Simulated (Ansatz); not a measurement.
# 1T-SnSe2 bilayer (AA) in a perpendicular field, part 2 of 3

Aim: how the 1T-SnSe2 bilayer (AA) screens a field along its normal, and what the field does to its bands. A positive field points along +c.

Ansatz 0.2.0; plane-wave DFT, PBE-D3(BJ), Ansatz PAW.

So far. Step 2 (Relaxing the slab): The lattice constant a goes from 3.870 to 3.835 Å.

**3. Atoms held, field 0, start network**

A sawtooth potential applies the field, turning back in the middle of the vacuum. With the dipole correction the typed value is the field outside the slab. The induced dipole is small, so the SCF threshold is tight.

The cell differs from the one that the last finished run ended in (c 45.621 → 27.184 Å).

Input file input.yaml:

```yaml
crystal:
  lattice:
    - [3.8347377108, 0.0, 0.0]
    - [-1.9173688554, 3.3209802744, 0.0]
    - [0.0, 0.0, 27.1838401856]
  atoms:
    - { symbol: Se, position: [0.6666666667, 0.3333333333, 0.3310790506] }
    - { symbol: Sn, position: [0.0, 0.0, 0.3897838847] }
    - { symbol: Se, position: [0.3333333333, 0.6666666667, 0.4485322511] }
    - { symbol: Se, position: [0.6666666667, 0.3333333333, 0.5514677489] }
    - { symbol: Sn, position: [0.0, 0.0, 0.6102161153] }
    - { symbol: Se, position: [0.3333333333, 0.6666666667, 0.6689209494] }
kpoints:
  mp_grid: { grid: [12, 12, 1] }
  band_path:
    path: [[0, 0, 0], [0.5, 0, 0], [0.33333333, 0.33333333, 0], [0, 0, 0]]
    npoints: 16
hamiltonian:
  xc: pbe
  dispersion: d3bj
scf:
  occupations: { method: fermi_dirac, width: 0.02585 }
  convergence: { dr2_threshold: 1.0e-10 }
efield:
  axis: 3
  dipole_correction: true
  ramp_position: 0.97
  ramp_width: 0.06
  amplitude: 0
output:
  dos: { projected: true, e_range: [-6, 5] }
  write_potential: true
  write_density: true
  volumetric_format: npy
  elf: true
```

Started as:

```bash
> ansatz run input.yaml --threads 4 --pin off --max-ram 8192MiB --backend cpu --events-out ev --progress --plain --runs-dir out
```

Numbers of over 12 decimals in the logs are rounded to 6 here.

Log:

```text
[...]
Crystal: 6 atoms, lattice volume = 346.189 Å³
Basis set: ecut = 420 eV, 6739 PW (Γ)
Bands: 56, of which v1, the nominal top of the filled ones, is band 46 counted from 1 (45 counted from 0)
Symmetry: 6 space group operations
k-points: 19 of 144 (time reversal used)
[...]
SCF iter   1: F=—  HF=-33928.553792 eV  |F-HF|=—  |Δ(HF+E_count)|=         —  Δρ=1.21e-3  dr2=4.01e-2  ethr=1.77e-3  p=0.000 e·Å  D=4.06e-14 V/Å  ΔV_dip=-0.00 eV  dr2_dipole=1.68e-9  V_vac-E_F(+/−)=5.51/5.51 eV  ⟨swp⟩=8.4  Hψ=4488  notcnv=0  defer=6
efield: sawtooth ramp at fractional position 0.9700 (set: `efield.ramp_position`, or a place that a band, a saddle search or an elastic batch's reference lends), width 0.0600; the density the first Hamiltonian is built on has a dipole p = 0.000 e·Å; the dipole correction subtracts the counter field D = 4.06e-14 V/Å, which shifts the + side's vacuum level by -0.00 eV against the − side's; the planar-averaged density in the ramp window peaks in size at 7.8e-6 e/Å³
[...]
SCF iter   2: F=—  HF=-33928.561081 eV  |F-HF|=—  |Δ(HF+E_count)|=   7.29e-3  Δρ=1.78e-3  dr2=1.09e-1  ethr=4.36e-5  p=-0.000 e·Å  D=-1.08e-5 V/Å  ΔV_dip=0.00 eV  dr2_dipole=2.91e-8  V_vac-E_F(+/−)=5.75/5.75 eV  ⟨swp⟩=4.1  Hψ=2105  notcnv=0  defer=70
[...]
SCF iter  13: F=-33928.550669 eV  HF=-33928.550669 eV  |F-HF|=1.53e-10  |Δ(HF+E_count)|=  5.09e-11  Δρ=4.59e-8  dr2=5.01e-11  ethr=1.00e-12  p=-0.000 e·Å  D=-3.04e-8 V/Å  ΔV_dip=0.00 eV  dr2_dipole=3.31e-15  V_vac-E_F(+/−)=5.60/5.60 eV  ⟨swp⟩=1.0  Hψ=2158  notcnv=0
SCF 1 converged in 13 iterations: F = -33928.550669 eV  dr2 = 5.01e-11
[...]
NSCF: frozen V_eff on 49 k-points
efield: sawtooth ramp at fractional position 0.9700 (kept from the solve that this one continues, or follows in the run), width 0.0600; the density the first Hamiltonian is built on has a dipole p = -0.000 e·Å; the dipole correction subtracts the counter field D = -3.04e-8 V/Å, which shifts the + side's vacuum level by +0.00 eV against the − side's; the planar-averaged density in the ramp window peaks in size at 7.1e-6 e/Å³
WARN: The output density's exchange-correlation potential varies sharply where the density is thin. Do not read a vacuum level from v_tot or v_xc, or from such a field of the output density. On a cell that repeats whose density bears no net charge and no dipole along the vacuum's axis use v_es (v_loc + v_h of the components); under efield.dipole_correction with no amplitude use v_es + v_field, which holds any externa [...]
SCF converged after 13 iterations
Free energy (F): -33928.550669 eV
[...]
Internal energy: -33928.550669 eV  (E = F + TS)
E sigma→0 (E₀):  -33928.550669 eV
Entropy (-TS):   -0.000000 eV (-0.000 meV/atom)
Fermi energy:    0.657551 eV
Dipole field:    D = 0.000000 V/Å  (p = 0.000000 e·Å, saw-weighted, corrected)
Work function:   Φ+ = 5.5971 eV   Φ− = 5.5971 eV
Levels:          The Fermi level and band energies are counted from a zero that moves with the ramp; work functions are not
[...]
--- Band table (eV; the first three rows and the last of 19) ---
  k-point 0: bands = [... 42 lower, 0.0974, 0.0974, 0.2165, 0.2165, 1.5813, 2.4662, 3.3458, 3.4570, ... 6 higher]
  k-point 1: bands = [... 42 lower, -0.1767, -0.0058, 0.1461, 0.2896, 2.0798, 2.5936, 3.7649, 3.8569, ... 6 higher]
  k-point 2: bands = [... 42 lower, -0.8240, 0.0295, 0.1164, 0.3146, 2.3238, 2.6221, 4.0451, 4.4143, ... 6 higher]
  k-point 18: bands = [... 42 lower, -1.0190, -1.0190, -0.2324, -0.2324, 1.6491, 2.3892, 5.0975, 5.0975, ... 6 higher]
```

It took 22 s on 4 threads of Arm Neoverse V2, shared host; peak memory 1.1 GiB.

Numbers from this step:

```
dipole along the normal            : 5.44e-8 e·Å
gap along the path                 : 0.6543 eV
smallest direct gap along the path : 0.9308 eV
ionisation energy, upper face      : 5.937 eV
electron affinity, upper face      : 5.283 eV
gap, the smaller of path and mesh  : 0.6543 eV
```

Running mean over a fixed 2.7 Å (it still follows the layers) of the planar mean; the ramp of the sawtooth is left out. The electron's electrostatic potential energy less the Fermi level by z:

z (Å), electron's electrostatic potential energy less the Fermi level (eV) and a bar from the least value:
```
        4       5.60 ##############################
        5       5.60 ##############################
        6       5.56 ##############################
        7       4.84 ###########################
        8       2.06 ##################
        9      -1.26 ######
       10      -2.85 #
       11      -3.03 
       12      -1.76 ####
       13       0.64 #############
       14       0.83 #############
       15      -1.38 ######
       16      -2.87 #
       17      -3.02 
       18      -1.68 #####
       19       1.45 ################
       20       4.43 ##########################
       21       5.53 ##############################
       22       5.59 ##############################
       23       5.60 ##############################
       24       5.60 ##############################
```

The density of states has structure finer than the step of the table below, so its rows give means over 0.25 eV, whole bins alone (the curve runs from -6 to 2.3 eV). Peaks (eV: height): -2.470: 7.26, -1.450: 13.5, -0.870: 10.9, -0.790: 18.2, 1.090: 6.90, 1.660: 8.73, 1.940: 10.0.

The density of states by energy, zero at the Fermi level of the run, which the smearing sets inside the gap; means over each step:

```tsv
energy (eV)	density of states (states/eV a cell)
-5.75	0.358
-5.50	0
-5.25	0
-5.00	0.430
-4.75	1.62
-4.50	3.45
-4.25	3.56
-4.00	2.36
-3.75	2.87
-3.50	3.33
-3.25	4.61
-3.00	4.38
-2.75	5.01
-2.50	5.27
-2.25	3.39
-2.00	3.09
-1.75	4.10
-1.50	7.56
-1.25	3.17
-1.00	7.51
-0.75	9.00
-0.50	4.14
-0.25	0.320
0.00	0
0.25	0.0357
0.50	0.648
0.75	1.55
1.00	3.14
1.25	3.18
1.50	3.09
1.75	3.17
2.00	1.49
```

Projected DOS per atom over height of the atomic layer and energy from the Fermi level. Layers: Se Sn Se Se Sn Se from below.

Ten even steps from '0' (0.00 states/eV) to '9' (2.22 states/eV), each cell a mean:
```
000000
222222
222222
121121
000000
000000
000000
506605
909909
604406
513315
312213
423324
324423
324423
222222
112211
222222
111111
000000
000000
000000
```
Columns: height of the atomic layer (Å) from 9 to 18.2 (not evenly spaced); rows upwards: energy from the Fermi level (eV) from -5.96 to 2.23.

The electronic bands at the labelled points (eV, zero at the Fermi level of the run, which the smearing sets inside the gap):

```tsv
point	band 43	band 44	band 45	band 46	band 47	band 48	band 49	band 50
Γ	-0.56	-0.56	-0.44	-0.44	0.92	1.81	2.69	2.80
halfway	-1.54	-0.68	-0.66	-0.41	1.19	1.65	3.59	3.98
M	-1.45	-1.05	-0.93	-0.62	0.31	0.66	3.53	3.81
halfway	-1.53	-1.49	-1.06	-0.81	1.10	1.22	4.35	4.58
K	-1.68	-1.68	-0.89	-0.89	0.99	1.73	4.44	4.44
halfway	-1.47	-1.33	-0.98	-0.47	1.71	1.75	4.22	4.32
Γ	-0.56	-0.56	-0.44	-0.44	0.92	1.81	2.69	2.80
```

Valence density in the ca plane at fractional y = 0.000, with atoms of Sn within 0.2 Å of it. It is the smooth field of the valence electrons, not physical close to the nuclei.

Values in units of 1e0 e/Å³, 6 rows by 16 columns, each cell a mean:
```
0.0 0.0 0.0 0.0 0.0 0.0 0.0 0.1 3.5 3.3 0.1 0.0 0.0 0.2 4.1 2.7
0.0 0.0 0.0 0.0 0.0 0.0 0.1 0.2 0.4 0.4 0.2 0.1 0.1 0.2 0.4 0.4
0.0 0.0 0.0 0.0 0.0 0.0 0.1 0.3 0.2 0.2 0.3 0.1 0.1 0.3 0.2 0.2
0.0 0.0 0.0 0.0 0.0 0.0 0.1 0.3 0.2 0.2 0.3 0.1 0.1 0.3 0.2 0.2
0.0 0.0 0.0 0.0 0.0 0.0 0.0 0.2 0.8 0.7 0.2 0.0 0.1 0.2 0.8 0.6
0.0 0.0 0.0 0.0 0.0 0.0 0.0 0.1 5.2 4.9 0.1 0.0 0.0 0.2 6.1 4.0
```
Columns run along c (16.0 Å, from fractional 0.07 to 0.65 of the cell), rows up along a (3.8 Å). Atoms in or near the plane, at fractional coordinates: Sn at (0.39, 0.00), Sn at (0.61, 0.00).

Electrostatic potential energy in the ca plane at fractional y = 0.000, with atoms of Sn within 0.2 Å of it. With pseudopotentials it is smooth inside the atoms' cores, unlike the true potential.

Ten even steps from '0' (-16 eV) to '9' (6 eV), each cell a mean:
```
99999999999999999999850699127899999986149941
99999999999999999999862021057899999987302203
99999999999999999998876423578889999887642246
99999999999999999987777777777789998777777777
99999999999999999986677888876678998766788887
99999999999999999987677888876678998767788887
99999999999999999988777656777889999877765567
99999999999999999998874100368899999987510015
99999999999999999999851275037899999987216612
99999999999999999999841799327899999986059950
```
Columns run along c (16.0 Å, from fractional 0.07 to 0.65 of the cell; values clipped at the 3rd and 97th percentile), rows up along a (3.8 Å). Atoms in or near the plane, at fractional coordinates: Sn at (0.39, 0.00), Sn at (0.61, 0.00).

ELF in the ca plane at fractional y = 0.000, with atoms of Sn within 0.2 Å of it. It is the smooth field of the valence electrons, not physical close to the nuclei.

Ten even steps from '0' (0.00) to '9' (0.72), each cell a mean:
```
00000000000000000000233100232100000013320023
00000000000000000012343322344210001234332233
00000000000000002356765333466652013566543345
00000000000000024789986423589984116898743347
00000000000000136899987312589995127999742247
00000000000000135899987422589995126999742247
00000000000000013578876433578873114788643346
00000000000000001234554333345431002345433334
00000000000000000001233201333100000123321123
00000000000000000000233000232100000013310013
```
Columns run along c (16.0 Å, from fractional 0.07 to 0.65 of the cell), rows up along a (3.8 Å). Atoms in or near the plane, at fractional coordinates: Sn at (0.39, 0.00), Sn at (0.61, 0.00).

The gap is 0.65 eV, with the valence edge 5.94 eV and the conduction edge 5.28 eV under the upper vacuum level.

**4. Single point, field 0.05 V/Å**

input.yaml, as its differences from that of step 3:

```diff
@@ -28,5 +28,4 @@
   ramp_width: 0.06
-  amplitude: 0
+  amplitude: 0.05
 output:
-  dos: { projected: true, e_range: [-6, 5] }
   write_potential: true
@@ -34,2 +33 @@
   volumetric_format: npy
-  elf: true
```

Log:

```text
[...]
Crystal: 6 atoms, lattice volume = 346.189 Å³
Basis set: ecut = 420 eV, 6739 PW (Γ)
Bands: 56, of which v1, the nominal top of the filled ones, is band 46 counted from 1 (45 counted from 0)
Symmetry: 6 space group operations
k-points: 19 of 144 (time reversal used)
[...]
k-point 0: bands = [... 42 lower, 0.0961, 0.0961, 0.2177, 0.2177, 1.5810, 2.4663, 3.3446, 3.4581, ... 6 higher]
  k-point 1: bands = [... 42 lower, -0.1764, -0.0056, 0.1450, 0.2906, 2.0793, 2.5938, 3.7631, 3.8584, ... 6 higher]
  k-point 2: bands = [... 42 lower, -0.8231, 0.0295, 0.1156, 0.3153, 2.3231, 2.6225, 4.0442, 4.4147, ... 6 higher]
  k-point 18: bands = [... 42 lower, -1.0205, -1.0182, -0.2352, -0.2294, 1.6488, 2.3893, 5.0940, 5.1002, ... 6 higher]
[key lines of the parts left out:]
SCF converged after 15 iterations
Free energy (F): -33928.551622 eV
Fermi energy:    0.657690 eV
Dipole field:    D = 0.019923 V/Å  (p = 0.038116 e·Å, saw-weighted, corrected)
```

The job ended after 23 s (4 threads; peak memory 0.98 GiB; 89 s of CPU time).

The dipole is 0.0381 e·Å, and the gap 0.653 eV.

**5. Atoms held, field -0.05 V/Å**

input.yaml, as its differences from that of step 4:

```diff
@@ -28,3 +28,3 @@
   ramp_width: 0.06
-  amplitude: 0.05
+  amplitude: -0.05
 output:
```

Log:

```text
[...]
Crystal: 6 atoms, lattice volume = 346.189 Å³
Basis set: ecut = 420 eV, 6739 PW (Γ)
Bands: 56, of which v1, the nominal top of the filled ones, is band 46 counted from 1 (45 counted from 0)
Symmetry: 6 space group operations
k-points: 19 of 144 (time reversal used)
[...]
k-point 0: bands = [... 42 lower, 0.0961, 0.0961, 0.2177, 0.2177, 1.5810, 2.4663, 3.3446, 3.4581, ... 6 higher]
  k-point 1: bands = [... 42 lower, -0.1764, -0.0056, 0.1450, 0.2906, 2.0793, 2.5938, 3.7631, 3.8584, ... 6 higher]
  k-point 2: bands = [... 42 lower, -0.8231, 0.0295, 0.1156, 0.3153, 2.3231, 2.6225, 4.0442, 4.4147, ... 6 higher]
  k-point 18: bands = [... 42 lower, -1.0205, -1.0182, -0.2352, -0.2294, 1.6488, 2.3893, 5.0940, 5.1002, ... 6 higher]
[key lines of the parts left out:]
SCF converged after 15 iterations
Free energy (F): -33928.551622 eV
Fermi energy:    0.657690 eV
Dipole field:    D = -0.019924 V/Å  (p = -0.038118 e·Å, saw-weighted, corrected)
```

It took 23 s on 4 threads; peak memory 0.97 GiB.

The dipole is -0.0381 e·Å, and the gap 0.653 eV.

**6. Atoms held, field 0.1 V/Å**

input.yaml, as its differences from that of step 5:

```diff
@@ -26,5 +26,5 @@
   dipole_correction: true
-  ramp_position: 0.97
-  ramp_width: 0.06
-  amplitude: -0.05
+  ramp_position: 0.9595
+  ramp_width: 0.0809
+  amplitude: 0.1
 output:
```

Log:

```text
[...]
Crystal: 6 atoms, lattice volume = 346.189 Å³
Basis set: ecut = 420 eV, 6739 PW (Γ)
Bands: 56, of which v1, the nominal top of the filled ones, is band 46 counted from 1 (45 counted from 0)
Symmetry: 6 space group operations
k-points: 19 of 144 (time reversal used)
[...]
k-point 0: bands = [... 42 lower, 0.0926, 0.0926, 0.2213, 0.2213, 1.5801, 2.4664, 3.3410, 3.4613, ... 6 higher]
  k-point 1: bands = [... 42 lower, -0.1753, -0.0050, 0.1417, 0.2935, 2.0780, 2.5945, 3.7582, 3.8629, ... 6 higher]
  k-point 2: bands = [... 42 lower, -0.8204, 0.0296, 0.1131, 0.3174, 2.3213, 2.6239, 4.0418, 4.4159, ... 6 higher]
  k-point 18: bands = [... 42 lower, -1.0225, -1.0179, -0.2377, -0.2260, 1.6479, 2.3898, 5.0900, 5.1023, ... 6 higher]
[key lines of the parts left out:]
SCF converged after 16 iterations
Free energy (F): -33928.554480 eV
Fermi energy:    0.658161 eV
Dipole field:    D = 0.039843 V/Å  (p = 0.076225 e·Å, saw-weighted, corrected)
```

It took 23 s on 4 threads; peak memory 0.98 GiB.

The dipole is 0.0762 e·Å, and the gap 0.650 eV.

**7. Single point, field -0.1 V/Å**

input.yaml, as its differences from that of step 6:

```diff
@@ -28,3 +28,3 @@
   ramp_width: 0.0809
-  amplitude: 0.1
+  amplitude: -0.1
 output:
```

Log:

```text
[...]
Crystal: 6 atoms, lattice volume = 346.189 Å³
Basis set: ecut = 420 eV, 6739 PW (Γ)
Bands: 56, of which v1, the nominal top of the filled ones, is band 46 counted from 1 (45 counted from 0)
Symmetry: 6 space group operations
k-points: 19 of 144 (time reversal used)
[...]
k-point 0: bands = [... 42 lower, 0.0924, 0.0924, 0.2211, 0.2211, 1.5800, 2.4663, 3.3409, 3.4612, ... 6 higher]
  k-point 1: bands = [... 42 lower, -0.1755, -0.0052, 0.1416, 0.2934, 2.0778, 2.5943, 3.7580, 3.8628, ... 6 higher]
  k-point 2: bands = [... 42 lower, -0.8206, 0.0294, 0.1129, 0.3173, 2.3211, 2.6238, 4.0416, 4.4157, ... 6 higher]
  k-point 18: bands = [... 42 lower, -1.0227, -1.0180, -0.2378, -0.2261, 1.6477, 2.3896, 5.0899, 5.1021, ... 6 higher]
[key lines of the parts left out:]
SCF converged after 16 iterations
Free energy (F): -33928.554480 eV
Fermi energy:    0.657998 eV
Dipole field:    D = -0.039843 V/Å  (p = -0.076225 e·Å, saw-weighted, corrected)
```

Wall time 23 s (4 threads); peak memory 0.97 GiB.

The dipole is -0.0762 e·Å, and the gap 0.650 eV.

**8. Single point, field 0.2 V/Å**

input.yaml, as its differences from that of step 7:

```diff
@@ -28,3 +28,3 @@
   ramp_width: 0.0809
-  amplitude: -0.1
+  amplitude: 0.2
 output:
```

Log:

```text
[...]
Crystal: 6 atoms, lattice volume = 346.189 Å³
Basis set: ecut = 420 eV, 6739 PW (Γ)
Bands: 56, of which v1, the nominal top of the filled ones, is band 46 counted from 1 (45 counted from 0)
Symmetry: 6 space group operations
k-points: 19 of 144 (time reversal used)
[...]
k-point 0: bands = [... 42 lower, 0.0800, 0.0800, 0.2334, 0.2334, 1.5766, 2.4669, 3.3282, 3.4725, ... 6 higher]
  k-point 1: bands = [... 42 lower, -0.1716, -0.0030, 0.1296, 0.3040, 2.0726, 2.5971, 3.7413, 3.8774, ... 6 higher]
  k-point 2: bands = [... 42 lower, -0.8109, 0.0299, 0.1033, 0.3252, 2.3137, 2.6290, 4.0317, 4.4201, ... 6 higher]
  k-point 18: bands = [... 42 lower, -1.0285, -1.0191, -0.2420, -0.2186, 1.6440, 2.3914, 5.0799, 5.1043, ... 6 higher]
[key lines of the parts left out:]
SCF converged after 14 iterations
Free energy (F): -33928.565915 eV
Fermi energy:    0.659569 eV
Dipole field:    D = 0.079701 V/Å  (p = 0.152481 e·Å, saw-weighted, corrected)
```

Run time: 23 s. Hardware: 4 threads; peak memory 0.98 GiB; 90 s of CPU time.

The dipole is 0.152 e·Å, and the gap 0.636 eV.

**9. Atoms held, field -0.2 V/Å**

input.yaml, as its differences from that of step 8:

```diff
@@ -28,3 +28,3 @@
   ramp_width: 0.0809
-  amplitude: 0.2
+  amplitude: -0.2
 output:
```

Log:

```text
[...]
Crystal: 6 atoms, lattice volume = 346.189 Å³
Basis set: ecut = 420 eV, 6739 PW (Γ)
Bands: 56, of which v1, the nominal top of the filled ones, is band 46 counted from 1 (45 counted from 0)
Symmetry: 6 space group operations
k-points: 19 of 144 (time reversal used)
[...]
k-point 0: bands = [... 42 lower, 0.0796, 0.0796, 0.2331, 0.2331, 1.5763, 2.4666, 3.3279, 3.4722, ... 6 higher]
  k-point 1: bands = [... 42 lower, -0.1720, -0.0033, 0.1293, 0.3037, 2.0722, 2.5968, 3.7410, 3.8770, ... 6 higher]
  k-point 2: bands = [... 42 lower, -0.8113, 0.0296, 0.1030, 0.3249, 2.3134, 2.6287, 4.0314, 4.4198, ... 6 higher]
  k-point 18: bands = [... 42 lower, -1.0288, -1.0195, -0.2423, -0.2190, 1.6436, 2.3911, 5.0796, 5.1040, ... 6 higher]
[key lines of the parts left out:]
SCF converged after 14 iterations
Free energy (F): -33928.565915 eV
Fermi energy:    0.659242 eV
Dipole field:    D = -0.079701 V/Å  (p = -0.152480 e·Å, saw-weighted, corrected)
```

The job ended after 23 s (4 threads; peak memory 0.98 GiB; 90 s of CPU time).

The dipole is -0.152 e·Å, and the gap 0.636 eV.

**10. Single point, field 0.3 V/Å**

input.yaml, as its differences from that of step 9:

```diff
@@ -26,5 +26,5 @@
   dipole_correction: true
-  ramp_position: 0.9595
-  ramp_width: 0.0809
-  amplitude: -0.2
+  ramp_position: 0.9569
+  ramp_width: 0.0862
+  amplitude: 0.3
 output:
```

Log:

```text
[...]
Crystal: 6 atoms, lattice volume = 346.189 Å³
Basis set: ecut = 420 eV, 6739 PW (Γ)
Bands: 56, of which v1, the nominal top of the filled ones, is band 46 counted from 1 (45 counted from 0)
Symmetry: 6 space group operations
k-points: 19 of 144 (time reversal used)
[...]
k-point 0: bands = [... 42 lower, 0.0627, 0.0627, 0.2495, 0.2495, 1.5704, 2.4672, 3.3102, 3.4871, ... 6 higher]
  k-point 1: bands = [... 42 lower, -0.1665, 0.0001, 0.1120, 0.3184, 2.0633, 2.6010, 3.7189, 3.8951, ... 6 higher]
  k-point 2: bands = [... 42 lower, -0.7981, 0.0300, 0.0883, 0.3364, 2.3014, 2.6365, 4.0145, 4.4260, ... 6 higher]
  k-point 18: bands = [... 42 lower, -1.0371, -1.0231, -0.2455, -0.2107, 1.6372, 2.3938, 5.0669, 5.1033, ... 6 higher]
[key lines of the parts left out:]
SCF converged after 16 iterations
Free energy (F): -33928.584976 eV
Fermi energy:    0.660967 eV
Dipole field:    D = 0.119577 V/Å  (p = 0.228769 e·Å, saw-weighted, corrected)
```

Wall time 23 s (4 threads); peak memory 0.98 GiB; 92 s of CPU time.

The dipole is 0.229 e·Å, and the gap 0.615 eV.

(Part 2 of 3 ends here.)

[Logs are printed without paths, hosts, clocks, repeated set-up lines and the standing remarks that a program may print on its own settings, such as how far it seeks lower states.]

[Hosts, paths, dates, database ids (printed as entryN), source tags and the programs' standing remarks are cut or masked in the printed files.]

[Maps of the electrostatic potential energy from Ansatz leave out the sawtooth potential of an applied field or a dipole correction, so their vacuum need not be flat; planar profiles and work functions include it.]

[The density of states shown here was stored with 400 of the rows of the run's finer table, so its peaks can read low, often by over a quarter, or be missed, and its means over a window can be off by a tenth or more.]
